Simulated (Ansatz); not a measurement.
# What As (Pm-3m, 1 atom in the cell) distorts into

Wanted: the energy along a soft mode of As (Pm-3m, 1 atom in the cell) and the structure at the end.

Program: Ansatz 0.2.0. Level of theory: DFT PBEsol, scalar-relativistic, plane waves, PAW. Results are calculated unless marked as measured.

This is not the structure that As takes at ambient pressure and room temperature (space group No. 166); it is a model or a phase of other conditions.

### Step 1. The starting structure

It takes space group Pm-3m (No. 221, cubic). Conventional cell: a = 2.689 Å, b = 2.689 Å, c = 2.689 Å, α = 90.00°, β = 90.00°, γ = 90.00°. As has 6 As at 2.69 Å nearest.

### Step 2. Phonons on a q mesh

The cell comes from relaxations at this level that are not shown. Stability and thermal properties need the whole zone. Linear response on a 4×4×4 q mesh gives force constants as far as a supercell of that size would.

input.yaml

```yaml
crystal:
  lattice:
    - [2.6885784294, 0.0, 0.0]
    - [0.0, 2.6885784294, 0.0]
    - [0.0, 0.0, 2.6885784294]
  atoms:
    - { symbol: As, position: [0.5, 0.5, 0.5] }
kpoints:
  mp_grid: { grid: [16, 16, 16] }
hamiltonian:
  xc: pbesol
scf:
  occupations: { method: methfessel_paxton, width: 0.15 }
output:
  eigenvalues: true
phonons:
  method: dfpt
  qmesh: [4, 4, 4]
  temperatures: { t_max: 1000, t_step: 50 }
  qpath:
    path:
      - [[0.0, 0.0, 0.0], [0.0, 0.5, 0.0], [0.5, 0.5, 0.0], [0.0, 0.0, 0.0], [0.5, 0.5, 0.5], [0.0, 0.5, 0.0]]
      - [[0.5, 0.5, 0.5], [0.5, 0.5, 0.0]]
    npoints: 10
```

Run with:

```
$ ansatz run input.yaml --threads 4 --pin off --max-ram 7168MiB --backend cpu --events-out ev --progress --plain --runs-dir out
```

Numbers of over 12 decimals in the logs are rounded to 6 here.

Output:

```text
Engine: ansatz 0.2.0, aarch64-unknown-linux-gnu
Pseudopotentials: kind: paw
Pseudopotential: As, paw, valence charge 15, recommended cutoff 420 eV (normal), As.paw.azcp
Functional definition: PBEsol
  exchange = pbesol_x
  correlation = pbesol_c
Crystal: 1 atoms, lattice volume = 19.434 Å³
Basis set: ecut = 420 eV, 389 PW (Γ), exchange–correlation on 36×36×36 points (8 copies of the dense FFT grid, shifted against one another)
Bands: 12, of which v1, the nominal top of the filled ones, is band 8 counted from 1 (7 counted from 0)
Symmetry: 48 space group operations
k-points: 165 of 4096
Non-local potential: As, projectors of the file, l = 0: 2, l = 1: 2, l = 2: 3, l = 3: 1
PAW form: soft (Blöchl's): semilocal exchange-correlation on the pseudo side does not see the compensation charge
PAW frozen core: As, regenerated for the run's functional, and the local potential with it (the file was generated under x = pbe(κ = 0.804, μ = 0.219515), c = pbe(β = 0.066725))
PAW one-centre angular grid: As, 590 points (default); XC on 64 Gauss nodes
Initial density: superposition of atomic densities (neutral atoms: chi_scale 0, normalization atom), corrected by the library's trained network
Initial wavefunctions: pseudopotential atomic-orbital guess
Functional: x = pbesol(κ = 0.804, μ = 0.123457), c = pbesol(β = 0.046)
SCF iter   1: F=—  HF=-4812.946414 eV  |F-HF|=—  |Δ(HF+E_count)|=         —  Δρ=9.83e-4  dr2=6.79e-5  ethr=1.77e-3  ⟨swp⟩=5.1  Hψ=11785  notcnv=0
preconditioner: auto → none  [insulator: Δε(μ)=0.160 eV  Ē_g=15.172 eV  σ=0.150 eV  W_gap=0.61  n_scr=6 (ndim 8)  ℏωp=18.8 eV  f_vac=0.001  D(μ)=0.17/eV (n_scr^D=0)  ε∞_Penn≈2.5]
SCF iter   2: F=—  HF=-4812.946098 eV  |F-HF|=—  |Δ(HF+E_count)|=   3.16e-4  S|Δr|=    0.00e0  Δρ=4.51e-4  dr2=1.67e-5  ethr=4.53e-7  ⟨swp⟩=2.0  Hψ=4541  notcnv=0
SCF iter   3: F=—  HF=-4812.946117 eV  |F-HF|=—  |Δ(HF+E_count)|=   1.89e-5  S|Δr|=    0.00e0  Δρ=1.77e-4  dr2=2.76e-6  ethr=1.11e-7  ⟨swp⟩=2.1  Hψ=3083  notcnv=0
SCF iter   4: F=—  HF=-4812.946121 eV  |F-HF|=—  |Δ(HF+E_count)|=   3.44e-6  S|Δr|=    0.00e0  Δρ=2.45e-5  dr2=1.51e-7  ethr=1.84e-8  ⟨swp⟩=2.2  Hψ=2998  notcnv=0
SCF iter   5: F=—  HF=-4812.946120 eV  |F-HF|=—  |Δ(HF+E_count)|=   1.25e-7  S|Δr|=    0.00e0  Δρ=8.23e-6  dr2=1.60e-8  ethr=1.01e-9  ⟨swp⟩=2.0  Hψ=3131  notcnv=0
SCF iter   6: F=—  HF=-4812.946120 eV  |F-HF|=—  |Δ(HF+E_count)|=   1.66e-8  S|Δr|=    0.00e0  Δρ=4.24e-7  dr2=2.47e-11  ethr=1.07e-10  ⟨swp⟩=2.0  Hψ=3153  notcnv=0
SCF iter   7: F=-4812.946120 eV  HF=-4812.946120 eV  |F-HF|=0.00e0  |Δ(HF+E_count)|=  1.55e-11  S|Δr|=    0.00e0  Δρ=3.67e-8  dr2=3.01e-13  ethr=1.00e-12  ⟨swp⟩=5.8  Hψ=7609  notcnv=0
SCF 1 converged in 7 iterations: F = -4812.946120 eV  dr2 = 3.01e-13
  greatest PAW one-centre occupation: 0.999 electrons in one spin orbital (limit 2), on the As atom at site 0 (counted from 0), in its partial waves of l = 2
NSCF: frozen V_eff on 165 k-points
NSCF: frozen V_eff on 405 k-points
DFPT response loops at q = (0, 0, 0) (fractional): preconditioner auto → Kerker (q_TF=auto, 2.613 Å⁻¹) (partly filled bands, converged f_vac=0.000); β = 1.00, the filter's whole step (`scf.mixing.beta` (0.50) is not read by the response loops under this deck's `scf.mixing.preconditioner`; to damp them name `kerker` or `kerker_dos`, under which they read `scf.mixing.beta`, and type it under 1.00, their step now; both keys bind the ground state too); Broyden in place of MSR1
NSCF: frozen V_eff on 2592 k-points
DFPT response loops at q = (0, 0, 0.25) (fractional): mixed as the last ones told, above
NSCF: frozen V_eff on 1458 k-points
DFPT response loops at q = (0, 0, -0.5) (fractional): mixed as the last ones told, above
NSCF: frozen V_eff on 4608 k-points
DFPT response loops at q = (0, 0.25, 0.25) (fractional): mixed as the last ones told, above
NSCF: frozen V_eff on 2592 k-points
DFPT response loops at q = (0, 0.25, -0.5) (fractional): mixed as the last ones told, above
NSCF: frozen V_eff on 1458 k-points
DFPT response loops at q = (0, -0.5, -0.5) (fractional): mixed as the last ones told, above
NSCF: frozen V_eff on 4352 k-points
DFPT response loops at q = (0.25, 0.25, 0.25) (fractional): mixed as the last ones told, above
NSCF: frozen V_eff on 4608 k-points
DFPT response loops at q = (0.25, 0.25, -0.5) (fractional): mixed as the last ones told, above
NSCF: frozen V_eff on 2592 k-points
DFPT response loops at q = (0.25, -0.5, -0.5) (fractional): mixed as the last ones told, above
NSCF: frozen V_eff on 810 k-points
DFPT response loops at q = (-0.5, -0.5, -0.5) (fractional): mixed as the last ones told, above
SCF converged after 7 iterations
Stability not checked: this state was not tested for a lower state beside it, because cold or Methfessel-Paxton smearing, or corrected tetrahedra, fill the levels in a way that the test cannot read (fill_not_monotonic; see scf.lower_state_search)
Free energy (F): -4812.946120 eV
Harris-Foulkes:  -4812.946120 eV  (|F-HF|=0.00e0)
Internal energy: -4812.947028 eV  (E = F + TS)
E sigma→0 (E₀):  -4812.946347 eV
Entropy (-TS):   0.000908 eV (0.908 meV/atom)
Fermi energy:    11.856250 eV
--- Per-component energies (eV) ---
  E_band       = -213.064885
  E_kinetic    = 102.990019
  E_local      = -1535.095338  (includes V_loc(G=0)·N_el)
  E_nonlocal   = -668.254467
  E_hartree    = 867.633275
  E_xc         = -78.986853
  E_vxc        = -79.606447  (∫ρ·V_xc dr)
  E_paw        = -1792.631688  (= ΣΔE_a)
  E_vpaw       = 231.634820  (= ΣTr[D̂ρ^β])
  E_aug_tail   = 0.000007  (compensation charges beyond the density's cutoff)
  E_ewald      = -1709.568412
  E_core_change = 0.966429  (= ΣΔE_core)
  E_smearing   = 0.000908  (= −TS)
  E_closure    = -0.000000  (closes the sum)
  Σ components = -4812.946120   (vs F -4812.946120, Δ=0.00e0)
--- Band table (eV; the first three rows and the last of 165) ---
  k-point 0: bands = [... 4 lower, -24.0740, -3.2947, 16.0585, 16.0585, 16.0585, 20.4689, 20.4689, 22.3987]
  k-point 1: bands = [... 4 lower, -24.0739, -3.2212, 15.0579, 16.1237, 16.1237, 20.5360, 21.2061, 22.8651]
  k-point 2: bands = [... 4 lower, -24.0737, -3.0024, 13.1878, 16.3157, 16.3157, 20.7357, 21.8974, 24.6385]
  k-point 164: bands = [... 4 lower, -24.0297, 7.0265, 10.0060, 10.0060, 10.0060, 17.7550, 17.7550, 17.7550]
--- Phonons (Γ-DFPT): 1 representative perturbation + reference (Σ response iterations 3) ---
  ASR residual: 6.688e-6 → 0.000e0 eV/Å²; symmetrization residual: 4.487e-11 eV/Å²
  ASR residual per site (eV/Å²): 6.69e-6
  Γ frequencies (cm⁻¹): 0.00 0.00 0.00
--- Phonons (arbitrary-q DFPT): 10 irreducible q on the 4×4×4 mesh ---
  q = [0.0000, 0.0000, 0.0000] (star 1, of the zone-centre solve; hermiticity 0.00e0, symmetrization 6.71e-6): 0.00 0.00 0.00
  q = [0.0000, 0.0000, 0.2500] (star 6, 2 solved perturbations in 2016 linear systems a pass and spin channel, the states on 1296 of 4096 k-point pairs; hermiticity 2.35e-13, symmetrization 1.44e-12): 57.23 57.23 139.06
  q = [0.0000, 0.0000, -0.5000] (star 3, 2 solved perturbations in 1134 linear systems a pass and spin channel, the states on 729 of 4096 k-point pairs; hermiticity 8.71e-14, symmetrization 3.69e-12): 65.29 65.29 152.87
  q = [0.0000, 0.2500, 0.2500] (star 12, 2 solved perturbations in 3528 linear systems a pass and spin channel, the states on 2304 of 4096 k-point pairs; hermiticity 6.52e-14, symmetrization 2.42e-13): 80.29 132.04 164.13
  q = [0.0000, 0.2500, -0.5000] (star 12, 3 solved perturbations on 1296 of 4096 k-point pairs; hermiticity 1.94e-13, symmetrization 1.36e-13): 81.17 87.36 155.18
  q = [0.0000, -0.5000, -0.5000] (star 3, 2 solved perturbations in 1134 linear systems a pass and spin channel, the states on 729 of 4096 k-point pairs; hermiticity 3.02e-13, symmetrization 3.89e-13): 93.35 97.72 97.72
  q = [0.2500, 0.2500, 0.2500] (star 8, 1 solved perturbation on 2176 of 4096 k-point pairs; hermiticity 2.03e-13, symmetrization 4.05e-12): 152.88 152.88 192.17
  q = [0.2500, 0.2500, -0.5000] (star 12, 2 solved perturbations in 3528 linear systems a pass and spin channel, the states on 2304 of 4096 k-point pairs; hermiticity 2.01e-14, symmetrization 3.44e-13): -48.74 156.41 178.60
  q = [0.2500, -0.5000, -0.5000] (star 6, 2 solved perturbations in 2016 linear systems a pass and spin channel, the states on 1296 of 4096 k-point pairs; hermiticity 1.66e-13, symmetrization 3.05e-13): -51.10 -51.10 164.48
  q = [-0.5000, -0.5000, -0.5000] (star 1, 1 solved perturbation on 405 of 4096 k-point pairs; hermiticity 1.36e-13, symmetrization 9.75e-13): -195.58 -195.58 -195.58
  sum rule: each row above includes the acoustic sum rule's correction from the zone centre's row sums; it moved no ω² by more than (0.16 cm⁻¹)²
  mesh force constants: q→R imaginary residual 0.00e0; ASR residual 6.688e-6 → 0.000e0 eV/Å²; symmetrization residual 5.329e-15 eV/Å²
  interpolated dispersion: 62 rows × 3 modes
  density of states and harmonic sums: on the 24×24×24 q-mesh, interpolated from the force constants of a 4×4×4 supercell (no non-analytic term)
  largest difference from the sums on the solved wave vectors: F 5.52e-2 eV, S 8.04e-5 and C_V 2.53e-5 eV/K
  zero-point energy: 0.021097 eV/cell   skipped modes (ω ≤ 0): 113, of them read as no rigid motion or as one in doubt: 110 (1.769e-1 modes/cell left out, lowest -195.58 cm⁻¹)   left out of the sums: 5.90e-2 of the cell's modes: C_V's classical limit lies that fraction below 3 k_B per atom; for a crystal, a wire or a layer, F and S can be off by more, and a phonons.interpolated_qmesh denser along its periods is the remedy for the sampling
```

The job ended after 94 s (4 threads of Arm Neoverse V1, shared host; peak memory 1.4 GiB; 5.9 min of CPU time).

In the SCF lines HF is the Harris–Foulkes energy and dr2 the Hartree energy of the density residual, in eV; the loop may stop once dr2 is under the threshold and the program's other checks hold. Hψ counts applications of the Hamiltonian.

This step gave:

| Item | Value |
| --- | --- |
| volume per atom | 19.43 Å³ |
| gap on the k-mesh | 0 eV |
| sum-rule residual before enforcement | 6.69e-6 eV/Å² |
| lowest frequency on the path | -195.6 cm⁻¹ |
| highest frequency on the path or at a solved wavevector | 192.2 cm⁻¹ |
| lowest mode on the q mesh (acoustic modes at Γ apart) | -195.6 cm⁻¹ |

Frequencies (cm⁻¹) solved at each irreducible wavevector; negative means imaginary. Frequencies by wavevector, by row:

```tsv
q in reciprocal lattice units	star	mode 1	mode 2	mode 3
0 0 0	1	0	0	0
0 0 0.25	6	57.2	57.2	139.1
0 0 -0.5	3	65.3	65.3	152.9
0 0.25 0.25	12	80.3	132	164.1
0 0.25 -0.5	12	81.2	87.4	155.2
0 -0.5 -0.5	3	93.3	97.7	97.7
0.25 0.25 0.25	8	152.9	152.9	192.2
0.25 0.25 -0.5	12	-48.7	156.4	178.6
0.25 -0.5 -0.5	6	-51.1	-51.1	164.5
-0.5 -0.5 -0.5	1	-195.6	-195.6	-195.6
```

Interpolated from a 4×4×4 q mesh. The phonon branches at the labelled points (cm⁻¹):

```tsv
point	branch 1	branch 2	branch 3
Γ	0	0	0
halfway	57	57	139
X	65	65	153
halfway	81	87	155
M	93	98	98
halfway	80	132	164
Γ	0	0	0
halfway	153	153	192
R	-196	-196	-196
halfway	-49	156	179
X	65	65	153
jump to R	-196	-196	-196
halfway	-51	-51	164
M	93	98	98
```

The phonon branches as a text plot (rows in cm⁻¹):

```
    184 |                              ****         *
    168 |                  ***                     * *       **
    152 |    ***** **     *   *      ** *           *** **
    136 |   *     *  *     ***         * ***       *  *        *
    119 |         *   *  **   **     **                *    *
    103 |  *       *   ***     *    *      *      *    *        *
     87 |          ***********  *                     * *     **
     71 | *   ***** **        * *   *             *     **
     55 |   **                 *   *
     39 |* *                    ** *                 *
     23 |**                      *
      6 |                         *
    -10 |
    -26 |
    -42 |                                           *      *
    -58 |                                                    *
    -74 |                                   *      *
    -91 |                                   *
   -107 |                                        **         *
   -123 |                                        *
   -139 |                                                  *
   -155 |                                        *
   -171 |                                    *  *
   -188 |                                     ***         *
         Γ      X      M          Γ            R        X|R     M
```

Symmetry leaves 10 wavevectors to solve. The lowest mode among them, the acoustic zeros apart, lies at q = (-0.5, -0.5, -0.5) and is imaginary, 195.6i cm⁻¹, so the energy falls along it.

### Step 3. The mode frozen in, largest atomic shift 0 Å

The mode followed lies at q = (0.25, -0.5, -0.5) with frequency 51.1i cm⁻¹ and is 2-fold degenerate, one of the unstable modes though not the softest. At small amplitude the distorted cell has space group no. 69 by a symmetry search on the positions. The undistorted cell that holds it gives the zero of energy on the same k mesh.

System of this step: As. Symmetry: Pm-3m, No. 221, cubic system. Conventional cell: a = 2.689 Å, b = 2.689 Å, c = 2.689 Å, α = 90.00°, β = 90.00°, γ = 90.00°. As has 6 As at 2.69 Å nearest.

input.yaml

```yaml
crystal:
  lattice:
    - [0.0, -2.6885784294, -2.6885784294]
    - [0.0, -2.6885784294, 2.6885784294]
    - [-5.3771568589, -2.6885784294, 0.0]
  atoms:
    - { symbol: As, position: [0.375, 0.875, 0.25] }
    - { symbol: As, position: [0.875, 0.375, 0.25] }
    - { symbol: As, position: [0.125, 0.625, 0.75] }
    - { symbol: As, position: [0.625, 0.125, 0.75] }
kpoints:
  mp_grid: { grid: [10, 10, 10] }
hamiltonian:
  xc: pbesol
scf:
  occupations: { method: methfessel_paxton, width: 0.15 }
output:
  forces: true
  stress: true
  eigenvalues: true
```

Output:

```text
[...]
Crystal: 4 atoms, lattice volume = 77.737 Å³
Basis set: ecut = 420 eV, 1517 PW (Γ), exchange–correlation on 54×54×90 points (8 copies of the dense FFT grid, shifted against one another)
Bands: 36, of which v1, the nominal top of the filled ones, is band 30 counted from 1 (29 counted from 0)
Symmetry: 64 space group operations
[...]
k-points: 102 of 1000
[...]
k-point 0: bands = [... 26 lower, 8.5045, 8.5045, 8.5045, 14.9593, 14.9593, 15.3747, 15.3747, 16.0584, ... 2 higher]
  k-point 1: bands = [... 26 lower, 8.1614, 8.8896, 8.8896, 13.6033, 14.9590, 15.3768, 15.8704, 16.1002, ... 2 higher]
  k-point 2: bands = [... 26 lower, 7.8797, 9.2859, 9.2859, 12.3465, 13.9683, 14.6311, 16.2240, 16.2240, ... 2 higher]
  k-point 101: bands = [... 26 lower, 6.6722, 7.0805, 8.5555, 9.6011, 15.0243, 15.1321, 15.9296, 16.6027, ... 2 higher]
[key lines of the parts left out:]
SCF converged after 6 iterations
Free energy (F): -19251.788328 eV
Fermi energy:    11.920150 eV
P = ⅓ Tr σ = 0.1308 GPa (1.308 kbar)
```

Wall time 3.3 s (4 threads); peak memory 0.49 GiB.

This step gave:

| Item | Value |
| --- | --- |
| pressure | 0.1308 GPa |
| energy from the undistorted cell | 0 meV/atom |

The run ends at a pressure of 0.13 GPa.

### Step 4. The mode frozen in, largest atomic shift 0.04 Å

The atoms are moved along the unstable eigenvector, the largest shift by 0.04 Å, with the cell fixed.

input.yaml, the sections that differ from step 3:

```yaml
crystal:
  lattice:
    - [0.0, -2.6885784294, -2.6885784294]
    - [0.0, -2.6885784294, 2.6885784294]
    - [-5.3771568589, -2.6885784294, 0.0]
  atoms:
    - { symbol: As, position: [0.3675611246, 0.8824388754, 0.25] }
    - { symbol: As, position: [0.8824388754, 0.3675611246, 0.25] }
    - { symbol: As, position: [0.1324388754, 0.6175611246, 0.75] }
    - { symbol: As, position: [0.6175611246, 0.1324388754, 0.75] }
# kpoints, hamiltonian, scf, output: as in step 3
```

Output:

```text
[...]
Crystal: 4 atoms, lattice volume = 77.737 Å³
Basis set: ecut = 420 eV, 1517 PW (Γ), exchange–correlation on 54×54×90 points (8 copies of the dense FFT grid, shifted against one another)
Bands: 36, of which v1, the nominal top of the filled ones, is band 30 counted from 1 (29 counted from 0)
Symmetry: 8 space group operations
[...]
k-points: 171 of 1000
[...]
k-point 0: bands = [... 26 lower, 8.4991, 8.5162, 8.5179, 14.9655, 14.9714, 15.1608, 15.3019, 16.0353, ... 2 higher]
  k-point 1: bands = [... 26 lower, 8.1738, 8.8772, 8.9023, 13.6131, 14.8449, 15.3553, 15.6508, 16.1309, ... 2 higher]
  k-point 2: bands = [... 26 lower, 7.8920, 9.2725, 9.2989, 12.3568, 13.9520, 14.5374, 16.0147, 16.2548, ... 2 higher]
  k-point 170: bands = [... 26 lower, 5.8909, 7.4995, 7.5055, 12.1954, 12.1990, 14.2068, 17.9723, 18.3538, ... 2 higher]
[key lines of the parts left out:]
SCF converged after 6 iterations
Free energy (F): -19251.789936 eV
Fermi energy:    11.916449 eV
P = ⅓ Tr σ = 0.4278 GPa (4.278 kbar)
```

It took 5.2 s on 4 threads; peak memory 0.6 GiB; 20 s of CPU time.

This step gave:

```yaml
pressure: 0.4278 GPa
energy_from_the_undistorted_cell: -0.398 meV/atom
```

The energy, extrapolated to zero smearing, is -0.40 meV/atom against the undistorted cell.

The run ends at a pressure of 0.43 GPa, with forces up to 0.031 eV/Å.

### Step 5. Energy along the mode, all amplitudes (two of the runs are shown above)

An imaginary frequency means negative curvature, so the energy should fall and then rise again as anharmonic terms take over.

This step gave:

```yaml
depth_at_the_lowest_point_sampled: 0.398 meV/atom
largest_atomic_shift_at_that_point: 0.04 Å
```

Energy from the parent against largest atomic shift:

```tsv
largest atomic shift (Å)	energy from the parent (meV/atom)
0.0000	0
0.0400	-0.398
0.0800	-0.166
0.1400	12.0
```

Displacement at unit largest shift by atom:

```tsv
atom	x (Å)	y (Å)	z (Å)	size
As1	0.00	0.00	1.00	1.00
As2	0.00	0.00	-1.00	1.00
As3	0.00	0.00	-1.00	1.00
As4	0.00	0.00	1.00	1.00
```

The lowest of the steps tried is at 0.04 Å, 0.398 meV/atom below the parent; the bottom of the well need not coincide with a step.

[end of part 1 of 3]

[Logs are printed without paths, hosts, clocks, repeated set-up lines and the standing remarks that a program may print on its own settings, such as how far it seeks lower states.]

[Hosts, paths, dates, database ids (printed as entryN), source tags and the programs' standing remarks are cut or masked in the printed files.]
